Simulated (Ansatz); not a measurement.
# Fitting and testing ρ(T) of TePd (P6_3/mmc)

Wanted: a compact model of ρ(T) for TePd (P6_3/mmc) and a check of it.

The resistivities were computed with Ansatz 0.2.0 (DFT PBEsol, scalar-relativistic, plane waves, PAW) from the linearised Boltzmann equation with harmonic phonons, on q 3×3×2, k 15×15×10, scattering 24×24×12; the fit below is done by hand on them.

## (1) Computed resistivities

The structure is hexagonal, space group P6_3/mmc (No. 194). The conventional cell has a = 4.157 Å, b = 4.157 Å, c = 5.612 Å, α = 90.00°, β = 90.00°, γ = 120.00°. Around Te on site c lie 6 Pd at 2.78 Å. Pd on site a is surrounded by 6 Te at 2.78 Å and 2 Pd at 2.81 Å.

This is the relaxed cell of the run, from steps not shown here.

The mean resistivity of the three axes from 50 to 800 K, with one row held back; the colder rows stay outside the fit and test it at the end:

```csv
T (K),ρ (μΩ cm)
50,2.276
80,5.093
100,?
150,11.29
200,15.38
273,21.06
300,23.09
400,30.39
500,37.44
600,44.33
800,57.83
```

## (2) Model and fit

Bloch and Grüneisen's form is ρ(T) = A (T/Θ)⁵ J₅(Θ/T), with J₅(z) the integral of x⁵/((eˣ − 1)(1 − e⁻ˣ)) from 0 to z. It goes as T⁵ far below Θ and as A T/(4Θ) far above. For a trial Θ the best A is the geometric mean of ρ/[(T/Θ)⁵ J₅] over the rows, and the scatter of that ratio measures the fit:

```csv
Θ (K),A (μΩ cm),scatter (%)
94,27.36,10.0
126,37.58,6.1
142,42.97,4.1
158,48.57,3.1
174,54.42,4.3
198,63.68,8.3
236,79.72,16.1
```

The scatter is least at Θ = 158 K, with A = 48.57 μΩ cm (3.1 % r.m.s.).

```csv
T (K),computed,fit
50,2.276,2.314
80,5.093,4.989
150,11.29,10.85
200,15.38,14.85
273,21.06,20.60
300,23.09,22.71
400,30.39,30.48
500,37.44,38.22
600,44.33,45.94
800,57.83,61.35
```

## (3) The row held back

At T = 100 K, Θ/T = 1.580, J₅ = 1.361 and (T/Θ)⁵ = 0.1016, so the fit gives 6.712 μΩ cm. The computed value is 6.933 μΩ cm: the fit is off by -3.18 %. Outside its range, at 20 K, it gives 0.158 against 0.187 μΩ cm computed, 0.85 times that; at that temperature the run's own test moves by 7 % between meshes in the component that moves most. Among the rows used, the largest miss is +6.1 %, at 800 K.

## (4) What the two numbers mean

Θ = 158 K is 1.41 times ħω_log/k_B (112 K) and 0.56 of the highest phonon frequency (282 K). The high-temperature slope of the fit, A/(4Θ), is 0.0769 μΩ cm/K. The same slope from the run's transport coupling and plasma energy, 2π k_B λ_tr/(ħ ε₀ ω_p²) with λ_tr = 0.644, 0.644, 0.698 (xx, yy, zz) and ħω_p = 5.32, 5.32, 6.68 (xx, yy, zz) eV, is 0.0819 μΩ cm/K in the mean of the axes, +6.6 % from it. For comparison, the computed rows rise by 0.0675 μΩ cm/K between the two hottest.

## (5) What came out

```json
{
 "Θ": "158 K",
 "A": "48.57 μΩ cm",
 "scatter of the fit": "3.1 %",
 "held-back row at 100 K, fit against computed": "6.712 against 6.933 μΩ cm"
}
```

What this shows: Two numbers, Θ = 158 K and A = 48.6 μΩ cm, hold the computed ρ(T) from 50 to 800 K within 3.08 % r.m.s. and predict the held-back row within 3.18 %. At 20 K, outside the rows fitted, it gives 0.85 times the computed value. The misses are not random: the largest is +6.1 %, at 800 K. By the run's own test the resistivity at 300 K moves by 7 % between its two finest scattering meshes, in the component that moves most. The mean hides an anisotropy: at 300 K the components are 25.9, 25.9, 17.5 (xx, yy, zz) μΩ cm. The fit describes the calculation: impurities, thermal expansion, changes of phase and anharmonicity are in neither.

[Logs are printed without paths, hosts, clocks, repeated set-up lines and the standing remarks that a program may print on its own settings, such as how far it seeks lower states.]

[Hosts, paths, dates, database ids (printed as entryN), source tags and the programs' standing remarks are cut or masked in the printed files.]
